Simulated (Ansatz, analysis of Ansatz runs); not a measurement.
**Hyperfine coupling of the F centre in LiF (HSE06 on PBE structures)**

Subject: F centre in LiF. Wanted: its hyperfine coupling, in one set-up (HSE06 on PBE structures, 64-site cell, PBE lattice, 420 eV, k: 2x2x2 shifted 0.5 0.5 0.5 then the zone centre alone). The model is a cell of 64 host atoms with 1 F taken out. The isotropic coupling follows from the spin density at the nucleus, the nuclear g-factor and the total spin. Exact exchange opens the gap, stiffens bonds and lessens the self-interaction error, at many times the cost.

Measured beforehand: 7Li, shell I: 39.06 MHz, by ENDOR (quoted in “F center in LiF: A quantum mechanical ab initio investigation of the hyperfine interaction between the unpaired electron at the vacancy and its first seven neighbors”, 2001, G. Mallia et al., quoting earlier work (1968)). 19F, shell II: 105.9 MHz, by ENDOR (quoted in “F center in LiF: A quantum mechanical ab initio investigation of the hyperfine interaction between the unpaired electron at the vacancy and its first seven neighbors”, 2001, G. Mallia et al., quoting earlier work (1968)). 7Li, shell III: 0.5 MHz, by ENDOR (quoted in “F center in LiF: A quantum mechanical ab initio investigation of the hyperfine interaction between the unpaired electron at the vacancy and its first seven neighbors”, 2001, G. Mallia et al., quoting earlier work (1968)). 19F, shell IV: 0.48 MHz, by ENDOR (quoted in “F center in LiF: A quantum mechanical ab initio investigation of the hyperfine interaction between the unpaired electron at the vacancy and its first seven neighbors”, 2001, G. Mallia et al., quoting earlier work (1968)). The calculation is set beside it at the end.

Calculated with Ansatz 0.2.0; plane-wave PAW DFT, PBE; relaxation of all atoms of a defect supercell.

### Step 1. The structure

The cell holds 63 atoms: 32 Li and 31 F. Its edges and angles: a = 8.134 Å, b = 8.134 Å, c = 8.134 Å, α = 90.0°, β = 90.0°, γ = 90.0°. It derives from LiF (space group Fm-3m). Nearest the centre at fractional (0.250, 0.500, 0.500): Li12 at 2.03 Å, Li27 at 2.03 Å, Li28 at 2.03 Å, Li19 at 2.03 Å, Li25 at 2.03 Å, Li56 at 2.03 Å, F14 at 2.88 Å, F8 at 2.88 Å.

The host's primitive cell comes from a first run (plane-wave PAW DFT, PBE; relaxation of the host's cell and atoms): vectors of 2.876, 2.876 and 2.876 Å. That is 8.41 Å³ an atom, 2.9 % over the diffraction cell's volume. The supercell is built on it.

### Step 2. Relaxation, charge 0

Every later number rests on the structure around the defect, so the atoms are relaxed at the host's lattice first.

relax/input.yaml

```yaml
relax:
  f_tol: 0.02
  max_steps: 80
  escape_saddle: false
crystal:
  lattice:
    - [8.13425752, 0.0, 0.0]
    - [0.0, 8.13425752, 0.0]
    - [0.0, 0.0, 8.13425752]
  atoms:
    - { symbol: Li, position: [0.0, 0.0, 0.0] }
    - { symbol: Li, position: [0.0, 0.25, 0.25] }
    - { symbol: Li, position: [0.25, 0.0, 0.25] }
    - { symbol: Li, position: [0.25, 0.25, 0.0] }
    - { symbol: F, position: [0.0, 0.0, 0.25] }
    - { symbol: F, position: [0.0, 0.25, 0.0] }
    - { symbol: F, position: [0.25, 0.0, 0.0] }
    - { symbol: F, position: [0.25, 0.25, 0.25] }
    - { symbol: Li, position: [0.0, 0.0, 0.5] }
    - { symbol: Li, position: [0.0, 0.25, 0.75] }
    - { symbol: Li, position: [0.25, 0.0, 0.75] }
    - { symbol: Li, position: [0.25, 0.25, 0.5] }
    - { symbol: F, position: [0.0, 0.0, 0.75] }
    - { symbol: F, position: [0.0, 0.25, 0.5] }
    - { symbol: F, position: [0.25, 0.0, 0.5] }
    - { symbol: F, position: [0.25, 0.25, 0.75] }
    - { symbol: Li, position: [0.0, 0.5, 0.0] }
    - { symbol: Li, position: [0.0, 0.75, 0.25] }
    - { symbol: Li, position: [0.25, 0.5, 0.25] }
    - { symbol: Li, position: [0.25, 0.75, 0.0] }
    - { symbol: F, position: [0.0, 0.5, 0.25] }
    - { symbol: F, position: [0.0, 0.75, 0.0] }
    - { symbol: F, position: [0.25, 0.5, 0.0] }
    - { symbol: F, position: [0.25, 0.75, 0.25] }
    - { symbol: Li, position: [0.0, 0.5, 0.5] }
    - { symbol: Li, position: [0.0, 0.75, 0.75] }
    - { symbol: Li, position: [0.25, 0.5, 0.75] }
    - { symbol: Li, position: [0.25, 0.75, 0.5] }
    - { symbol: F, position: [0.0, 0.5, 0.75] }
    - { symbol: F, position: [0.0, 0.75, 0.5] }
    - { symbol: F, position: [0.25, 0.75, 0.75] }
    - { symbol: Li, position: [0.5, 0.0, 0.0] }
    - { symbol: Li, position: [0.5, 0.25, 0.25] }
    - { symbol: Li, position: [0.75, 0.0, 0.25] }
    - { symbol: Li, position: [0.75, 0.25, 0.0] }
    - { symbol: F, position: [0.5, 0.0, 0.25] }
    - { symbol: F, position: [0.5, 0.25, 0.0] }
    - { symbol: F, position: [0.75, 0.0, 0.0] }
    - { symbol: F, position: [0.75, 0.25, 0.25] }
    - { symbol: Li, position: [0.5, 0.0, 0.5] }
    - { symbol: Li, position: [0.5, 0.25, 0.75] }
    - { symbol: Li, position: [0.75, 0.0, 0.75] }
    - { symbol: Li, position: [0.75, 0.25, 0.5] }
    - { symbol: F, position: [0.5, 0.0, 0.75] }
    - { symbol: F, position: [0.5, 0.25, 0.5] }
    - { symbol: F, position: [0.75, 0.0, 0.5] }
    - { symbol: F, position: [0.75, 0.25, 0.75] }
    - { symbol: Li, position: [0.5, 0.5, 0.0] }
    - { symbol: Li, position: [0.5, 0.75, 0.25] }
    - { symbol: Li, position: [0.75, 0.5, 0.25] }
    - { symbol: Li, position: [0.75, 0.75, 0.0] }
    - { symbol: F, position: [0.5, 0.5, 0.25] }
    - { symbol: F, position: [0.5, 0.75, 0.0] }
    - { symbol: F, position: [0.75, 0.5, 0.0] }
    - { symbol: F, position: [0.75, 0.75, 0.25] }
    - { symbol: Li, position: [0.5, 0.5, 0.5] }
    - { symbol: Li, position: [0.5, 0.75, 0.75] }
    - { symbol: Li, position: [0.75, 0.5, 0.75] }
    - { symbol: Li, position: [0.75, 0.75, 0.5] }
    - { symbol: F, position: [0.5, 0.5, 0.75] }
    - { symbol: F, position: [0.5, 0.75, 0.5] }
    - { symbol: F, position: [0.75, 0.5, 0.5] }
    - { symbol: F, position: [0.75, 0.75, 0.75] }
basis:
  ecutwfc: 420
  xc_grid: 2
hamiltonian:
  xc: pbe
kpoints:
  mp_grid: { grid: [2, 2, 2], shift: [0.5, 0.5, 0.5] }
magnetization:
  spin_polarized: true
  initial_magnetization: 1
  spin_locking: { lock_magnetization: hard }
scf:
  occupations: { method: fermi_dirac, width: 0.01 }
  max_iter: 120
output:
  forces: true
checkpoint:
  write: "../relax.run"
  compress: false
  write_wavefunctions: true
  write_every: 100000
```

On the command line:

```bash
> ansatz run input.yaml --threads 2 --pin off --max-ram 3768MiB --backend cpu --events-out ev --progress --plain --runs-dir out
```

Numbers of over 12 decimals in the logs are rounded to 6 here.

Log:

```text
[... repeated set-up lines and file paths are left out, and long positions are rounded to six places ...]
Engine: ansatz 0.2.0, aarch64-unknown-linux-gnu
Pseudopotentials: kind: paw
Pseudopotential: Li, paw, valence charge 3, recommended cutoff 420 eV (normal), Li.paw.azcp
Pseudopotential: F, paw, valence charge 7, recommended cutoff 420 eV (normal), F.paw.azcp
Functional definition: PBE
  parameter kappa = 0.804
  parameter beta = 0.066725
  exchange = pbe_x(kappa = kappa, mu = beta*pi^2/3)
  correlation = pbe_c(beta = beta)
Crystal: 63 atoms, lattice volume = 538.212 Å³
Basis set: ecut = 420 eV, 10443 PW (Γ), exchange–correlation on 120×120×120 points (8 copies of the dense FFT grid, shifted against one another)
Bands: 220, of which v1, the nominal top of the filled ones, is band 157 counted from 1 (156 counted from 0)
Symmetry: 48 space group operations
Space group: Pm-3m (ITA 221), of the structure as read, at distance tolerance 8.1e-5 Å
Magnetic group: BNS 221.92 (UNI 1594), of the structure as read, at distance tolerance 8.1e-5 Å
k-points: 1 of 8
Non-local potential: Li, projectors of the file, l = 0: 3, l = 1: 2, l = 2: 1
Non-local potential: F, projectors of the file, l = 0: 2, l = 1: 2, l = 2: 1
PAW form: soft (Blöchl's): semilocal exchange-correlation on the pseudo side does not see the compensation charge
PAW one-centre angular grid: Li, 110 points (default); XC on 64 Gauss nodes
PAW one-centre angular grid: F, 110 points (default); XC on 64 Gauss nodes
Initial density: superposition of atomic densities (chi_scale 0.1, normalization cell, long waves kept (reshape's long-wave potential 0.36 eV rms))
Starting moments: Σ|m| = 1 μB on 63 of 63 sites
Initial wavefunctions: pseudopotential atomic-orbital guess
Functional: x = pbe(κ = 0.804, μ = 0.219515), c = pbe(β = 0.066725)
SCF iter   1: F=—  HF=-31704.837804 eV  |F-HF|=—  |Δ(HF+E_count)|=         —  Δρ=3.06e-2 (↑2.86e-2 ↓3.06e-2)  dr2=1.12e1  dr2_m=9.55e-2  M=1.000 μB ∫|m|=1.028 μB  β_m=0.30  ethr=3.10e-3  ⟨swp⟩=6.0  Hψ=1876  notcnv=0  defer=50
preconditioner: auto → Resta (q_TF=auto, 2.493 Å⁻¹)  ε∞=2.8  [insulator: Δε(μ)=3.887 eV  Ē_g=18.908 eV  σ=0.010 eV  W_gap=1.00  n_scr=146 (ndim 8)  ℏωp=25.3 eV  f_vac=0.000  D(μ)=0.00/eV (n_scr^D=0)  ε∞_Penn≈2.8]
spin=Collinear: Resta preconditioning applied to the charge; magnetization (m = ρ↑ − ρ↓) channel mixes plain (no charge-response kernel on spin).
SCF iter   2: F=—  HF=-31704.598396 eV  |F-HF|=—  |Δ(HF+E_count)|=   2.39e-1  Δρ=2.13e-2 (↑1.96e-2 ↓2.13e-2)  dr2=5.34e0  dr2_m=5.20e-2  M=1.000 μB ∫|m|=1.025 μB  β_m=0.59  ethr=3.10e-3  ⟨swp⟩=2.0  Hψ=515  notcnv=0  defer=119
SCF iter   3: F=—  HF=-31704.896311 eV  |F-HF|=—  |Δ(HF+E_count)|=   2.98e-1  Δρ=6.07e-3 (↑6.06e-3 ↓6.07e-3)  dr2=5.29e-1  dr2_m=1.26e-3  M=1.000 μB ∫|m|=1.023 μB  β_m=0.60  ethr=1.71e-3  ⟨swp⟩=3.5  Hψ=561  notcnv=0  defer=119
SCF iter   4: F=—  HF=-31704.876856 eV  |F-HF|=—  |Δ(HF+E_count)|=   1.95e-2  Δρ=1.28e-3 (↑1.16e-3 ↓1.28e-3)  dr2=1.57e-2  dr2_m=2.38e-4  M=1.000 μB ∫|m|=1.014 μB  β_m=0.80  ethr=1.69e-4  ⟨swp⟩=3.5  Hψ=659  notcnv=0  defer=110
SCF iter   5: F=—  HF=-31704.920557 eV  |F-HF|=—  |Δ(HF+E_count)|=   4.37e-2  Δρ=2.08e-4 (↑2.08e-4 ↓2.08e-4)  dr2=6.60e-4  dr2_m=3.82e-6  M=1.000 μB ∫|m|=1.012 μB  β_m=0.83  ethr=5.03e-6  ⟨swp⟩=3.5  Hψ=621  notcnv=0  defer=110
SCF iter   6: F=—  HF=-31704.921149 eV  |F-HF|=—  |Δ(HF+E_count)|=   5.91e-4  Δρ=1.41e-4 (↑1.41e-4 ↓1.38e-4)  dr2=2.33e-4  dr2_m=1.99e-7  M=1.000 μB ∫|m|=1.012 μB  β_m=0.70  ethr=2.11e-7  ⟨swp⟩=2.5  Hψ=699  notcnv=0  defer=110
SCF iter   7: F=—  HF=-31704.921096 eV  |F-HF|=—  |Δ(HF+E_count)|=   5.26e-5  Δρ=2.22e-5 (↑2.22e-5 ↓2.07e-5)  dr2=6.52e-6  dr2_m=1.15e-7  M=1.000 μB ∫|m|=1.012 μB  β_m=0.82  ethr=3.19e-9  ⟨swp⟩=2.0  Hψ=1267  notcnv=0
SCF iter   8: F=-31704.921099 eV  HF=-31704.921099 eV  |F-HF|=1.50e-8  |Δ(HF+E_count)|=   2.90e-6  Δρ=4.49e-6 (↑4.42e-6 ↓4.49e-6)  dr2=3.86e-7  dr2_m=3.14e-9  M=1.000 μB ∫|m|=1.013 μB  ethr=2.08e-9  ⟨swp⟩=3.0  Hψ=846  notcnv=0
SCF 1 converged in 8 iterations: F = -31704.921099 eV  dr2 = 3.86e-7
  greatest PAW one-centre occupation: 1.000 electrons in one spin orbital (limit 2), on the Li atom at site 55 (counted from 0), in its partial waves of l = 0
relax step   1: F+E_penalty+E_count = -31704.92109881 eV  Δ(F+E_penalty+E_count) = +0.000e0 eV  max|allowed force component| = 1.975e-1 eV/Å  Δτ_max = 0.0000 Å  (8 SCF iters, dr2 threshold 1.00e-5 eV, accepted)
[... the SCF cycles and remarks between the steps are left out from here to the last step ...]
relax step   2: F+E_penalty+E_count = -31704.93780115 eV  Δ(F+E_penalty+E_count) = -1.670e-2 eV  max|allowed force component| = 1.003e-1 eV/Å  Δτ_max = 0.0184 Å  (6 SCF iters, dr2 threshold 2.44e-6 eV, accepted)
relax step   3: F+E_penalty+E_count = -31704.94873717 eV  Δ(F+E_penalty+E_count) = -1.094e-2 eV  max|allowed force component| = 1.945e-2 eV/Å  Δτ_max = 0.0261 Å  (6 SCF iters, dr2 threshold 6.29e-7 eV, accepted)
iter 1 solved again at ethr=1.14e-10 eV; its pass at ethr=3.10e-3 eV (dr2=3.56e-7 eV) is discarded
SCF iter   1: F=—  HF=-31704.948737 eV  |F-HF|=—  |Δ(HF+E_count)|=         —  Δρ=5.63e-6 (↑5.63e-6 ↓5.37e-6)  dr2=3.59e-7  dr2_m=6.56e-10  M=1.000 μB ∫|m|=1.012 μB  β_m=0.30  ethr=1.14e-10  ⟨swp⟩=1.0  Hψ=1220  notcnv=0  defer=110
iter 2 did not close the SCF: its close was put off for a magnetic moment that had not settled (scf_convergence_deferred on its scf_iter line)
SCF iter   2: F=-31704.948737 eV  HF=-31704.948737 eV  |F-HF|=3.37e-8  |Δ(HF+E_count)|=   8.60e-8  Δρ=2.17e-6 (↑2.17e-6 ↓1.94e-6)  dr2=6.06e-8  dr2_m=4.18e-10  M=1.000 μB ∫|m|=1.012 μB  β_m=0.39  ethr=3.19e-11  ⟨swp⟩=2.0  Hψ=1024  notcnv=0
SCF iter   3: F=-31704.948737 eV  HF=-31704.948737 eV  |F-HF|=1.26e-9  |Δ(HF+E_count)|=   8.67e-9  Δρ=6.84e-7 (↑6.84e-7 ↓6.04e-7)  dr2=1.07e-8  dr2_m=1.59e-10  M=1.000 μB ∫|m|=1.012 μB  ethr=1.93e-11  ⟨swp⟩=1.0  Hψ=965  notcnv=0
SCF 4 converged in 3 iterations: F = -31704.948737 eV  dr2 = 1.07e-8
relax step   4: F+E_penalty+E_count = -31704.94873736 eV  Δ(F+E_penalty+E_count) = -1.944e-7 eV  max|allowed force component| = 1.946e-2 eV/Å  Δτ_max = 0.0000 Å  (3 SCF iters, accepted)
NSCF: frozen V_eff on 1 k-points
the band table was solved once a step of the walk had ended and its energy, with any forces and stress, was formed, with the checks that follow a solve (1967 applications of the Hamiltonian). They found nothing against the state; [...]
SCF converged after 3 iterations
Magnetization: 1.0000 μB (157.0000 up, 156.0000 down)
Absolute magnetization: 1.0125 μB (∫|ρ↑−ρ↓|, with the PAW one-centre terms)
Spin contamination: 0.0006 ħ² per cell (⟨S²⟩ above its minimum at these occupations)
Per-site moments (μB) at R_I (Å): [(2.1235302491885638e-5, 0.838760), (0.000139142, 0.838207), (0.0003104, 0.836038), [... 60 left out ...]
Free energy (F): -31704.948737 eV
Harris-Foulkes:  -31704.948737 eV  (|F-HF|=1.26e-9)
Internal energy: -31704.948737 eV  (E = F + TS)
E sigma→0 (E₀):  -31704.948737 eV
Fermi energy:    7.304485 (↑ 8.223871, ↓ 4.351554) eV
--- Per-component energies (eV) ---
  E_band       = -3835.676721
  E_kinetic    = 7160.137283
  E_local      = -20823.101724  (includes V_loc(G=0)·N_el)
  E_nonlocal   = 1216.912901
  E_hartree    = 7366.996473
  E_xc         = -2854.727677
  E_vxc        = -3661.675958  (∫ρ·V_xc dr)
  E_paw        = -6895.300172  (= ΣΔE_a)
  E_vpaw       = -2462.011346  (= ΣTr[D̂ρ^β])
  E_aug_tail   = 0.069361  (compensation charges beyond the density's cutoff)
  E_ewald      = -16875.935183
  E_smearing   = -0.000000  (= −TS)
  E_closure    = 0.000000  (closes the sum)
  Σ components = -31704.948737   (vs F -31704.948737, Δ=0.00e0)
--- Forces (eV/Å), atoms counted from 1 ---
  atom   1  Li    -0.00883892     0.00000000     0.00000000
  atom   2  Li     0.00595919     0.00595919     0.00595919
  [... 5 atoms left out ...]
  atom   8  F      0.00000000    -0.00459801    -0.00459801
  [... 3 atoms left out ...]
  atom  12  Li    -0.00000000     0.00052114     0.00000000
  [... 1 atom left out ...]
  atom  14  F     -0.00459801    -0.00459801    -0.00000000
  [... 4 atoms left out ...]
  atom  19  Li     0.00000000    -0.00000000     0.00052114
  [... 4 atoms left out ...]
  atom  24  F     -0.00000000     0.00459801    -0.00459801
  atom  25  Li     0.00052114     0.00000000     0.00000000
  [... 1 atom left out ...]
  atom  27  Li    -0.00000000    -0.00000000    -0.00052114
  atom  28  Li     0.00000000    -0.00052114     0.00000000
  [... 2 atoms left out ...]
  atom  31  F     -0.00000000     0.00459801     0.00459801
  [... 24 atoms left out ...]
  atom  56  Li    -0.00052114    -0.00000000     0.00000000
  [... 7 atoms left out ...]
  max |Σ_I F_I| component: 6.72e-18 eV/Å
--- Band table (eV) ---
  k-point 0 ↑: bands = ["-40.3288", "-40.3151", "-40.3151", "-40.3081", [... 212 left out ...] "17.6168", "18.1897", "18.1897", "18.3359"]
  k-point 0 ↓: bands = ["-40.3276", "-40.3142", "-40.3142", "-40.3070", [... 212 left out ...] "17.7954", "18.2200", "18.2200", "18.3587"]
--- Relaxed structure (4 steps of the walk, 4 accepted, 0 SCFs on fresh bases) ---
  F+E_penalty+E_count = -31704.94873736 eV   max|allowed force component| = 1.946e-2 eV/Å
  atoms:
    - { symbol: Li, position: [2.539176031288888e-5, 0, 0] }
    - { symbol: Li, position: [0.000194, 0.250194, 0.250194] }
    [... 5 atoms left out ...]
    - { symbol: F, position: [0.25, 0.249163, 0.249163] }
    [... 3 atoms left out ...]
    - { symbol: Li, position: [0.25, 0.244528, 0.5] }
    [... 1 atom left out ...]
    - { symbol: F, position: [-0.000837, 0.249163, 0.5] }
    [... 4 atoms left out ...]
    - { symbol: Li, position: [0.25, 0.5, 0.244528] }
    [... 4 atoms left out ...]
    - { symbol: F, position: [0.25, 0.750837, 0.249163] }
    - { symbol: Li, position: [-0.005472, 0.5, 0.5] }
    [... 1 atom left out ...]
    - { symbol: Li, position: [0.25, 0.5, 0.755472] }
    - { symbol: Li, position: [0.25, 0.755472, 0.5] }
    [... 2 atoms left out ...]
    - { symbol: F, position: [0.25, 0.750837, 0.750837] }
    [... 24 atoms left out ...]
    - { symbol: Li, position: [0.505472, 0.5, 0.5] }
    [... 7 atoms left out ...]
```

The job ended after 51 s (2 threads of Arm Neoverse V2, shared host; peak memory 1.5 GiB; 99 s of CPU time).

(Part 1 of 2 ends here.)

[Logs are printed without paths, hosts, clocks, repeated set-up lines and the standing remarks that a program may print on its own settings, such as how far it seeks lower states.]

[Hosts, paths, dates, database ids (printed as entryN), source tags and the programs' standing remarks are cut or masked in the printed files.]

[For some hosts the program warned that the k-mesh of the response run may be too coarse for force constants and the static dielectric constant; such warnings are not shown here.]
